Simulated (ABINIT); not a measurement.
**H2Pb (P-3m1): zone-centre phonons**

Aim: the zone-centre modes of H2Pb (P-3m1).

Program: ABINIT 10.8.3. Level of theory: DFT LDA, scalar-relativistic, plane waves, HGH norm-conserving pseudopotentials. Results are calculated unless marked as measured.

The structure was built from a prototype and need not be the compound's stable phase.

## Step 1: The starting structure

Symmetry: P-3m1, No. 164, trigonal system. Conventional cell: a = 3.663 Å, b = 3.663 Å, c = 5.860 Å, α = 90.00°, β = 90.00°, γ = 120.00°. Nearest to Pb lie 6 H at 2.57 Å. Nearest to H lie 3 Pb at 2.57 Å. Farther neighbours are not listed.

Structure file:

```cif
data_structure
_symmetry_space_group_name_H-M 'P-3m1'
_symmetry_Int_Tables_number 164
_cell_length_a 3.6628
_cell_length_b 3.6628
_cell_length_c 5.8604
_cell_angle_alpha 90.000
_cell_angle_beta 90.000
_cell_angle_gamma 120.000
_cell_volume 68.09
loop_
_atom_site_label
_atom_site_type_symbol
_atom_site_symmetry_multiplicity
_atom_site_Wyckoff_symbol
_atom_site_fract_x
_atom_site_fract_y
_atom_site_fract_z
_atom_site_occupancy
Pb1 Pb 1 a 0.00000 0.00000 0.00000 1
H1 H 2 d 0.33333 0.66667 0.25000 1
```

## Step 2: A probe with smearing

A first run with smearing and empty bands tells whether the crystal has a gap, which decides between fixed occupations and smearing later on.

The input, probe.abi:

```
# ground state
tolvrs 1.0d-08
prtden 1
prtwf 1

# basis, mesh and filling
ecut 43.0
ecutsm 3.0
ixc 7
ngkpt 6 6 4
nshiftk 1
shiftk 0.0 0.0 0.0
istwfk *1
occopt 7
tsmear 0.005
nband 8
nstep 100
diemac 9.0
prtebands 0
prtgsr 0
useylm 1

# cell and atoms
acell 6.921645973 6.921645973 11.07463356
rprim 
    1.0 0.0 0.0
    -0.5000000007 0.8660254034 0.0
    0.0 0.0 1.0
ntypat 2
znucl 82 1
natom 3
typat 1 2 2
xred 
    0.0 0.0 0.0
    1/3 2/3 0.25
    2/3 1/3 0.75
pp_dirpath "./pseudo"
pseudos "Pb.hgh, H.hgh"
```

Launch:

```bash
OMP_NUM_THREADS=1 mpirun -n 2 abinit probe.abi > probe.log
```

Numbers of over 12 decimals in the logs are rounded to 6 here.

probe.abo, the main output file:

```text
[banners, grids, parts of the stress and lines that vanish by symmetry left out]
- input  file    -> probe.abi
- output file    -> probe.abo
- root for input  files -> probei
[...]
Symmetries : space group P-3 m 1 (#164); Bravais hP (primitive hexag.)
[...]
mpw =        6222          nfft =      145800          nkpt =          24
[...]
== DATASET  1 ==================================================================
[...]
cutoff_energies: {ecut:  43.0, pawecutdg:  -1.0, }
[...]
Exchange-correlation functional for the present dataset will be:
  LDA: Perdew-Wang 92 LSD fit to Ceperley-Alder data - ixc=7
[...]
ETOT  1  -4.702987    -4.703E+00 1.028E-02 3.705E+01
 ETOT  2  -4.708461    -5.474E-03 1.377E-04 1.494E+01
 ETOT  3  -4.708943    -4.823E-04 1.606E-05 8.197E-01
 ETOT  4  -4.708980    -3.656E-05 3.910E-06 3.227E-01
 ETOT  5  -4.708990    -1.035E-05 4.921E-07 1.418E-03
 ETOT  6  -4.708990    -2.949E-08 1.742E-08 6.008E-05
 ETOT  7  -4.708990    -1.001E-09 3.148E-09 1.789E-06
 ETOT  8  -4.708990    -4.817E-11 1.795E-10 5.275E-09
 At SCF step    8       vres2   =  5.28E-09 < tolvrs=  1.00E-08 =>converged.
[...]
sigma(1 1)=  1.38983047E-04  sigma(3 2)=  0.00000000E+00
  sigma(2 2)=  1.38983047E-04  sigma(3 1)=  0.00000000E+00
  sigma(3 3)=  2.42814742E-04  sigma(2 1)=  3.96560167E-13
[...]
convergence: {deltae: -4.817E-11, res2:  5.275E-09, residm:  1.795E-10, diffor: null, }
etotal    :  -4.70899011E+00
[...]
sigma(1 1)=  1.38983047E-04  sigma(3 2)=  0.00000000E+00
  sigma(2 2)=  1.38983047E-04  sigma(3 1)=  0.00000000E+00
  sigma(3 3)=  2.42814742E-04  sigma(2 1)=  3.96560167E-13
[...]
- sigma(1 1)=  4.08902242E+00  sigma(3 2)=  0.00000000E+00
- sigma(2 2)=  4.08902243E+00  sigma(3 1)=  0.00000000E+00
- sigma(3 3)=  7.14385636E+00  sigma(2 1)=  1.16672029E-08
[...]
fcart     -0.0000000000E+00 -0.0000000000E+00 -0.0000000000E+00
           strten      1.3898304705E-04  1.3898304748E-04  2.4281474232E-04
================================================================================

[key lines of the parts left out:]
pressure_GPa:  -5.1073E+00
```

Elapsed: 16 s, on 2 MPI ranks of Intel Xeon at 2.70GHz, shared host; 32 s of CPU time.

Numbers from this step:

| Quantity | Value |
| --- | --- |
| volume per atom | 22.70 Å³ |
| pressure | -5.107 GPa |
| gap on the k-mesh | 0 eV |

No gap opens on this mesh, so smearing is kept.

## Step 3: Rough relaxation

The typed start is rough, so a first relaxation with smearing and loose thresholds takes it towards rest cheaply.

The input, prerelax.abi:

```
# relaxation
ionmov 2
optcell 2
dilatmx 1.15
chkdilatmx 0
ntime 40
tolmxf 3.0d-04
tolvrs 1.0d-10
prtwf 0
prtden 0
chksymtnons 0

# basis, mesh and filling
ecut 34.4
ecutsm 3.0
ixc 7
ngkpt 6 6 4
nshiftk 1
shiftk 0.0 0.0 0.0
istwfk *1
occopt 7
tsmear 0.005
nband 8
nstep 100
diemac 1000000.0
prtebands 0
prtgsr 0
useylm 1

# cell and atoms
acell 6.921645973 6.921645973 11.07463356
rprim 
    1.0 0.0 0.0
    -0.5000000007 0.8660254034 0.0
    0.0 0.0 1.0
ntypat 2
znucl 82 1
natom 3
typat 1 2 2
xred 
    0.0 0.0 0.0
    1/3 2/3 0.25
    2/3 1/3 0.75
pp_dirpath "./pseudo"
pseudos "Pb.hgh, H.hgh"
```

Launch:

```bash
OMP_NUM_THREADS=1 mpirun -n 2 abinit prerelax.abi > prerelax.log
```

prerelax.abo, the main output file:

```text
[banners, grids, parts of the stress and lines that vanish by symmetry left out]
- input  file    -> prerelax.abi
- output file    -> prerelax.abo
- root for input  files -> prerelaxi
[...]
Symmetries : space group P-3 m 1 (#164); Bravais hP (primitive hexag.)
[...]
mpw =        6790          nfft =      145800          nkpt =          24
[...]
== DATASET  1 ==================================================================
[...]
cutoff_energies: {ecut:  34.4, pawecutdg:  -1.0, }
[...]
Exchange-correlation functional for the present dataset will be:
  LDA: Perdew-Wang 92 LSD fit to Ceperley-Alder data - ixc=7
[...]
ETOT  1  -4.700002    -4.700E+00 1.581E-02 3.529E+01
 ETOT  2  -4.707415    -7.414E-03 3.189E-05 1.081E+01
 ETOT  3  -4.707685    -2.703E-04 6.780E-06 1.257E+00
 ETOT  4  -4.707706    -2.092E-05 3.170E-06 5.922E-01
 ETOT  5  -4.707722    -1.584E-05 7.479E-07 1.438E-02
[...]
ETOT  6  -4.747710    -2.665E-15 8.778E-16 4.826E-12
 At SCF step    6       vres2   =  4.83E-12 < tolvrs=  1.00E-10 =>converged.
[...]
sigma(1 1)= -4.99324823E-07  sigma(3 2)=  0.00000000E+00
  sigma(2 2)= -4.99323830E-07  sigma(3 1)=  0.00000000E+00
  sigma(3 3)= -2.18950262E-07  sigma(2 1)=  9.03861838E-13
[...]
convergence: {deltae: -2.665E-15, res2:  4.826E-12, residm:  8.778E-16, diffor: null, }
etotal    :  -4.74771025E+00
[...]
At Broyd/MD step  19, gradients are converged :
[...]
sigma(1 1)= -4.99324823E-07  sigma(3 2)=  0.00000000E+00
  sigma(2 2)= -4.99323830E-07  sigma(3 1)=  0.00000000E+00
  sigma(3 3)= -2.18950262E-07  sigma(2 1)=  9.03861838E-13
[...]
- sigma(1 1)= -1.46906435E-02  sigma(3 2)=  0.00000000E+00
- sigma(2 2)= -1.46906143E-02  sigma(3 1)=  0.00000000E+00
- sigma(3 3)= -6.44173912E-03  sigma(2 1)=  2.65925334E-08
[...]
fcart     -0.0000000000E+00 -1.9156871100E-27 -0.0000000000E+00
           strten     -4.9932482317E-07 -4.9932383037E-07 -2.1895026233E-07
================================================================================

[key lines of the parts left out:]
pressure_GPa:   1.1941E-02
Total energy (etotal) [Ha]= -4.74771024633510E+00
```

The job ended after 4.7 min (2 MPI ranks).

Step by step:

```tsv
step	energy less that of the first step (eV)	largest force (eV/Å)	volume (Å³)
1	0.0000	0.8989	68.09
2	-0.0521	0.8690	67.03
3	-0.6035	0.1043	46.67
4	-0.6309	0.3158	49.79
5	-0.6619	0.2639	49.27
6	-0.8622	0.2831	44.73
7	-0.8979	0.3045	44.23
8	1.0193	0.2372	45.40
9	-0.9974	0.3795	40.93
10	-1.0163	0.3231	39.02
11	-1.0154	0.3425	39.80
12	-1.0154	0.3411	40.25
13	-1.0128	0.2715	42.03
14	-1.0168	0.2118	42.43
15	-1.0463	0.0858	41.72
16	-1.0869	0.0221	38.46
17	-1.0877	0.0117	38.49
18	-1.0881	0.0023	38.15
19	-1.0881	0.0001	38.17
```

```tsv
cell as run	before	after	change
a (Å)	3.663	3.664	+0.0 %
b (Å)	3.663	3.664	+0.0 %
c (Å)	5.860	3.282	-44.0 %
volume (Å³/atom)	22.70	12.72	-43.9 %
```

The atoms that moved most (Å, as changes of fractional coordinates times the final cell):

```tsv
atom	dx	dy	dz	length
H3	0.000	0.000	0.046	0.046
H2	0.000	0.000	-0.046	0.046
```

Final coordinates:

```xyz
3
Lattice="3.6645 0.0000 0.0000 -1.8322 3.1735 0.0000 0.0000 0.0000 3.2825" Properties=species:S:1:pos:R:3 pbc="T T T"
Pb    0.0000    0.0000    0.0000
H     0.0000    2.1157    0.7747
H     1.8322    1.0578    2.5078
```

Read from the output:

| Item | Value |
| --- | --- |
| volume per atom | 12.72 Å³ |
| pressure | 0.01194 GPa |

The volume changes by -43.9 % in this run and stands -43.9 % from the first cell.

## Step 4: Rough relaxation

The cell changed much, so the rough relaxation is repeated on a basis made for the new cell.

Edit prerelax.abi of step 3 so:

```diff
@@ -16,3 +16,3 @@
 ixc 7
-ngkpt 6 6 4
+ngkpt 6 6 6
 nshiftk 1
@@ -30,6 +30,6 @@
 # cell and atoms
-acell 6.921645973 6.921645973 11.07463356
+acell 6.924886216 6.924886216 6.203021576
 rprim 
     1.0 0.0 0.0
-    -0.5000000007 0.8660254034 0.0
+    -0.5000000004 0.8660254036 0.0
     0.0 0.0 1.0
@@ -41,4 +41,4 @@
     0.0 0.0 0.0
-    1/3 2/3 0.25
-    2/3 1/3 0.75
+    1/3 2/3 0.2360132873
+    2/3 1/3 0.7639867127
 pp_dirpath "./pseudo"
```

prerelax.abo, the main output file:

```text
[banners, grids, parts of the stress and lines that vanish by symmetry left out]
- input  file    -> prerelax.abi
- output file    -> prerelax.abo
- root for input  files -> prerelaxi
[...]
Symmetries : space group P-3 m 1 (#164); Bravais hP (primitive hexag.)
[...]
mpw =        3835          nfft =       81000          nkpt =          34
[...]
== DATASET  1 ==================================================================
[...]
cutoff_energies: {ecut:  34.4, pawecutdg:  -1.0, }
[...]
Exchange-correlation functional for the present dataset will be:
  LDA: Perdew-Wang 92 LSD fit to Ceperley-Alder data - ixc=7
[...]
ETOT  1  -4.736797    -4.737E+00 1.904E-02 1.862E+01
 ETOT  2  -4.745525    -8.729E-03 5.063E-04 6.277E-01
 ETOT  3  -4.745568    -4.247E-05 1.524E-05 2.296E-02
 ETOT  4  -4.745571    -2.751E-06 3.820E-07 1.671E-03
 ETOT  5  -4.745571    -1.079E-07 5.643E-08 1.131E-05
[...]
ETOT  7  -4.746777     3.642E-14 5.797E-08 2.176E-12
 At SCF step    7       vres2   =  2.18E-12 < tolvrs=  1.00E-10 =>converged.
[...]
sigma(1 1)= -1.17211298E-06  sigma(3 2)=  0.00000000E+00
  sigma(2 2)= -1.17211251E-06  sigma(3 1)=  0.00000000E+00
  sigma(3 3)=  6.67173215E-07  sigma(2 1)=  5.08715018E-13
[...]
convergence: {deltae:  3.642E-14, res2:  2.176E-12, residm:  5.797E-08, diffor: null, }
etotal    :  -4.74677718E+00
[...]
At Broyd/MD step   6, gradients are converged :
[...]
sigma(1 1)= -1.17211298E-06  sigma(3 2)=  0.00000000E+00
  sigma(2 2)= -1.17211251E-06  sigma(3 1)=  0.00000000E+00
  sigma(3 3)=  6.67173215E-07  sigma(2 1)=  5.08715018E-13
[...]
- sigma(1 1)= -3.44847544E-02  sigma(3 2)=  0.00000000E+00
- sigma(2 2)= -3.44847406E-02  sigma(3 1)=  0.00000000E+00
- sigma(3 3)=  1.96289137E-02  sigma(2 1)=  1.49669126E-08
[...]
fcart     -0.0000000000E+00 -0.0000000000E+00  1.8070036208E-20
           strten     -1.1721129790E-06 -1.1721125099E-06  6.6717321524E-07
================================================================================

[key lines of the parts left out:]
pressure_GPa:   1.6447E-02
Total energy (etotal) [Ha]= -4.74677717651538E+00
```

Run time: 69 s. Hardware: 2 MPI ranks; 2.3 min of CPU time.

Relaxation path:

```tsv
step	energy less that of the first step (eV)	largest force (eV/Å)	volume (Å³)
1	0.0000	0.0534	38.17
2	-0.0019	0.0563	38.14
3	-0.0277	0.0746	37.45
4	-0.0292	0.0625	37.70
5	-0.0306	0.0528	37.85
6	-0.0328	0.0139	38.45
```

```tsv
conventional cell, symmetrised	before	after	change
a (Å)	3.664	3.552	-3.1 %
b (Å)	3.664	3.552	-3.1 %
c (Å)	3.282	3.519	+7.2 %
volume (Å³/atom)	12.72	12.82	+0.7 %
```

The atoms that moved most (Å, as changes of fractional coordinates times the final cell):

```tsv
atom	dx	dy	dz	length
H3	0.000	0.000	-0.025	0.025
H2	0.000	0.000	0.025	0.025
```

Final coordinates:

```xyz
3
Lattice="3.5519 0.0000 0.0000 -1.7760 3.0761 0.0000 0.0000 0.0000 3.5193" Properties=species:S:1:pos:R:3 pbc="T T T"
Pb    0.0000    0.0000    0.0000
H     0.0000    2.0507    0.8559
H     1.7760    1.0254    2.6634
```

Read from the output:

| Property | Result |
| --- | --- |
| volume per atom | 12.82 Å³ |
| pressure | 0.01645 GPa |

The volume changes by +0.7 % in this run and stands -43.5 % from the first cell.

## Step 5: Relaxing the cell and atoms

The harmonic expansion needs vanishing forces, and a free crystal bears no stress, so cell and atoms are brought to rest. Stress is more sensitive to the basis than forces are: the last 3 Ha under the cutoff are smoothed with ecutsm.

The input, relax.abi:

```
# relaxation
ionmov 2
optcell 2
dilatmx 1.08
ntime 40
tolmxf 1.0d-05
tolvrs 1.0d-14
prtwf 0
prtden 0
chksymtnons 0

# basis, mesh and filling
ecut 43.0
ecutsm 3.0
ixc 7
ngkpt 9 9 8
nshiftk 1
shiftk 0.0 0.0 0.0
istwfk *1
occopt 7
tsmear 0.01
nband 8
nstep 100
diemac 1000000.0
prtebands 0
prtgsr 0
useylm 1

# cell and atoms
acell 6.712189466 6.712189466 6.650601889
rprim 
    1.0 0.0 0.0
    -0.5000000002 0.8660254037 0.0
    0.0 0.0 1.0
ntypat 2
znucl 82 1
natom 3
typat 1 2 2
xred 
    0.0 0.0 0.0
    1/3 2/3 0.2432086616
    2/3 1/3 0.7567913384
pp_dirpath "./pseudo"
pseudos "Pb.hgh, H.hgh"
```

Launch:

```bash
OMP_NUM_THREADS=1 mpirun -n 2 abinit relax.abi > relax.log
```

relax.abo, the main output file:

```text
[banners, grids, parts of the stress and lines that vanish by symmetry left out]
- input  file    -> relax.abi
- output file    -> relax.abo
- root for input  files -> relaxi
[...]
Symmetries : space group P-3 m 1 (#164); Bravais hP (primitive hexag.)
[...]
mpw =        4430          nfft =       91125          nkpt =          81
[...]
== DATASET  1 ==================================================================
[...]
cutoff_energies: {ecut:  43.0, pawecutdg:  -1.0, }
[...]
Exchange-correlation functional for the present dataset will be:
  LDA: Perdew-Wang 92 LSD fit to Ceperley-Alder data - ixc=7
[...]
ETOT  1  -4.741643    -4.742E+00 2.417E-02 2.215E+01
 ETOT  2  -4.748273    -6.630E-03 6.371E-04 7.842E-01
 ETOT  3  -4.748309    -3.637E-05 9.914E-05 3.158E-02
 ETOT  4  -4.748311    -1.834E-06 1.399E-04 2.401E-03
 ETOT  5  -4.748311    -1.277E-07 2.299E-04 7.351E-06
[...]
At SCF step   10       vres2   =  8.56E-16 < tolvrs=  1.00E-14 =>converged.
[...]
sigma(1 1)= -7.13463449E-05  sigma(3 2)=  0.00000000E+00
  sigma(2 2)= -7.13463447E-05  sigma(3 1)=  0.00000000E+00
  sigma(3 3)=  5.25094980E-05  sigma(2 1)=  2.38151576E-13
[...]
convergence: {deltae:  4.263E-14, res2:  8.561E-16, residm:  4.441E-06, diffor: null, }
etotal    :  -4.74831111E+00
[...]
ETOT  1  -4.748401    -4.748E+00 5.442E-06 6.323E-02
[...]
At SCF step    8       vres2   =  2.50E-15 < tolvrs=  1.00E-14 =>converged.
[...]
sigma(1 1)= -5.96672879E-05  sigma(3 2)=  0.00000000E+00
  sigma(2 2)= -5.96672877E-05  sigma(3 1)=  0.00000000E+00
  sigma(3 3)=  5.35199626E-05  sigma(2 1)=  2.39477621E-13
[...]
convergence: {deltae:  7.283E-14, res2:  2.496E-15, residm:  2.449E-07, diffor: null, }
etotal    :  -4.74840562E+00
[...]
ETOT  1  -4.748510    -4.749E+00 1.685E-03 3.246E+00
[...]
At SCF step    9       vres2   =  7.11E-16 < tolvrs=  1.00E-14 =>converged.
[...]
sigma(1 1)=  1.85957311E-05  sigma(3 2)=  0.00000000E+00
  sigma(2 2)=  1.85957313E-05  sigma(3 1)=  0.00000000E+00
  sigma(3 3)=  5.57969812E-05  sigma(2 1)=  2.49152610E-13
[...]
convergence: {deltae: -1.332E-14, res2:  7.111E-16, residm:  1.422E-08, diffor: null, }
etotal    :  -4.74876898E+00
[...]
ETOT  1  -4.748805    -4.749E+00 4.856E-04 3.678E-02
[...]
At SCF step    8       vres2   =  1.78E-15 < tolvrs=  1.00E-14 =>converged.
[...]
sigma(1 1)=  2.36097746E-05  sigma(3 2)=  0.00000000E+00
  sigma(2 2)=  2.36097748E-05  sigma(3 1)=  0.00000000E+00
  sigma(3 3)=  5.25692069E-05  sigma(2 1)=  2.50705689E-13
[...]
convergence: {deltae: -1.172E-13, res2:  1.779E-15, residm:  7.013E-07, diffor: null, }
etotal    :  -4.74880702E+00
[...]
ETOT  1  -4.748942    -4.749E+00 1.184E+03 7.606E-01
[...]
sigma(1 1)=  3.09421986E-05  sigma(3 2)=  0.00000000E+00
  sigma(2 2)=  3.09421988E-05  sigma(3 1)=  0.00000000E+00
[...]
convergence: {deltae: -1.332E-14, res2:  3.921E-16, residm:  2.272E-08, diffor: null, }
etotal    :  -4.74899060E+00
[...]
ETOT  1  -4.749026    -4.749E+00 1.623E+04 7.243E-02
[...]
convergence: {deltae: -2.753E-14, res2:  2.391E-15, residm:  8.358E-03, diffor: null, }
etotal    :  -4.74903608E+00
[...]
ETOT  1  -4.749040    -4.749E+00 5.269E+01 7.732E-02
[...]
convergence: {deltae:  1.448E-13, res2:  1.522E-15, residm:  4.999E-12, diffor: null, }
etotal    :  -4.74904821E+00
[...]
ETOT  1  -4.749048    -4.749E+00 1.018E-05 1.230E-03
[...]
convergence: {deltae:  3.908E-14, res2:  6.266E-15, residm:  1.993E-13, diffor: null, }
etotal    :  -4.74904834E+00
[...]
ETOT  1  -4.749048    -4.749E+00 1.941E-10 1.851E-05
[...]
convergence: {deltae:  8.882E-14, res2:  1.919E-16, residm:  5.175E-03, diffor: null, }
etotal    :  -4.74904835E+00
[...]
ETOT  1  -4.749048    -4.749E+00 1.974E-05 1.442E-03
[...]
convergence: {deltae:  6.217E-15, res2:  7.186E-17, residm:  1.212E-06, diffor: null, }
etotal    :  -4.74904847E+00
[...]
ETOT  1  -4.749049    -4.749E+00 4.833E-07 9.872E-04
[...]
convergence: {deltae: -3.464E-14, res2:  5.304E-17, residm:  1.476E-08, diffor: null, }
etotal    :  -4.74904856E+00
[...]
ETOT  1  -4.749049    -4.749E+00 1.768E-08 4.979E-04
[...]
At SCF step    7       vres2   =  4.57E-15 < tolvrs=  1.00E-14 =>converged.
[...]
sigma(2 2)= -3.78559980E-07  sigma(3 1)=  0.00000000E+00
  sigma(3 3)=  1.98377642E-07  sigma(2 1)=  2.60676901E-13
[...]
convergence: {deltae: -1.075E-13, res2:  4.567E-15, residm:  4.651E-12, diffor: null, }
etotal    :  -4.74904863E+00
[...]
ETOT  1  -4.749049    -4.749E+00 2.272E-08 3.632E-05
[...]
ETOT  6  -4.749049     1.776E-14 1.813E-13 6.486E-14
 ETOT  7  -4.749049    -6.395E-14 2.986E-14 5.523E-16
 At SCF step    7       vres2   =  5.52E-16 < tolvrs=  1.00E-14 =>converged.
[...]
sigma(1 1)= -8.52184951E-08  sigma(3 2)=  0.00000000E+00
  sigma(2 2)= -8.52182750E-08  sigma(3 1)=  0.00000000E+00
  sigma(3 3)=  5.54767344E-08  sigma(2 1)=  2.60729396E-13
[...]
convergence: {deltae: -6.395E-14, res2:  5.523E-16, residm:  2.986E-14, diffor: null, }
etotal    :  -4.74904865E+00
[...]
At Broyd/MD step  13, gradients are converged :
[...]
sigma(1 1)= -8.52184951E-08  sigma(3 2)=  0.00000000E+00
  sigma(2 2)= -8.52182750E-08  sigma(3 1)=  0.00000000E+00
  sigma(3 3)=  5.54767344E-08  sigma(2 1)=  2.60729396E-13
[...]
- sigma(1 1)= -2.50721469E-03  sigma(3 2)=  0.00000000E+00
- sigma(2 2)= -2.50720821E-03  sigma(3 1)=  0.00000000E+00
- sigma(3 3)=  1.63218188E-03  sigma(2 1)=  7.67092366E-09
[...]
fcart     -0.0000000000E+00 -4.8449048879E-28 -1.4117215788E-22
           strten     -8.5218495149E-08 -8.5218274994E-08  5.5476734397E-08
================================================================================

[key lines of the parts left out:]
pressure_GPa:   1.1274E-03
Total energy (etotal) [Ha]= -4.74904864620712E+00
```

Elapsed: 7.3 min, on 2 MPI ranks.

The steps of the relaxation:

```tsv
step	energy less that of the first step (eV)	largest force (eV/Å)	volume (Å³)
1	0.0000	0.0037	38.45
2	-0.0026	0.0097	38.56
3	-0.0125	0.0468	39.21
4	-0.0135	0.0464	39.18
5	-0.0185	0.0297	38.60
6	-0.0197	0.0150	38.20
7	-0.0201	0.0046	37.98
8	-0.0201	0.0041	37.98
9	-0.0201	0.0039	37.98
10	-0.0201	0.0026	37.98
11	-0.0201	0.0012	37.99
12	-0.0201	0.0000	38.00
13	-0.0201	0.0001	38.00
```

```tsv
conventional cell, symmetrised	before	after	change
a (Å)	3.552	3.622	+2.0 %
b (Å)	3.552	3.622	+2.0 %
c (Å)	3.519	3.344	-5.0 %
volume (Å³/atom)	12.82	12.67	-1.2 %
```

The atoms that moved most (Å, as changes of fractional coordinates times the final cell):

```tsv
atom	dx	dy	dz	length
H2	0.000	0.000	-0.010	0.010
H3	0.000	0.000	0.010	0.010
```

Final coordinates:

```xyz
3
Lattice="3.6224 0.0000 0.0000 -1.8112 3.1371 0.0000 0.0000 0.0000 3.3439" Properties=species:S:1:pos:R:3 pbc="T T T"
Pb    0.0000    0.0000    0.0000
H     0.0000    2.0914    0.8030
H     1.8112    1.0457    2.5408
```

This step gave:

- volume per atom: 12.67 Å³
- pressure: 0.001127 GPa

The volume changes by -1.2 % in this run and stands -44.2 % from the first cell.

(Part 1 of 3 ends here.)

[Host names and launcher messages were left out of these logs when they were recorded.]

[Logs are printed without paths, hosts, clocks, repeated set-up lines and the standing remarks that a program may print on its own settings, such as how far it seeks lower states.]

[Hosts, paths, dates, database ids (printed as entryN), source tags and the programs' standing remarks are cut or masked in the printed files.]
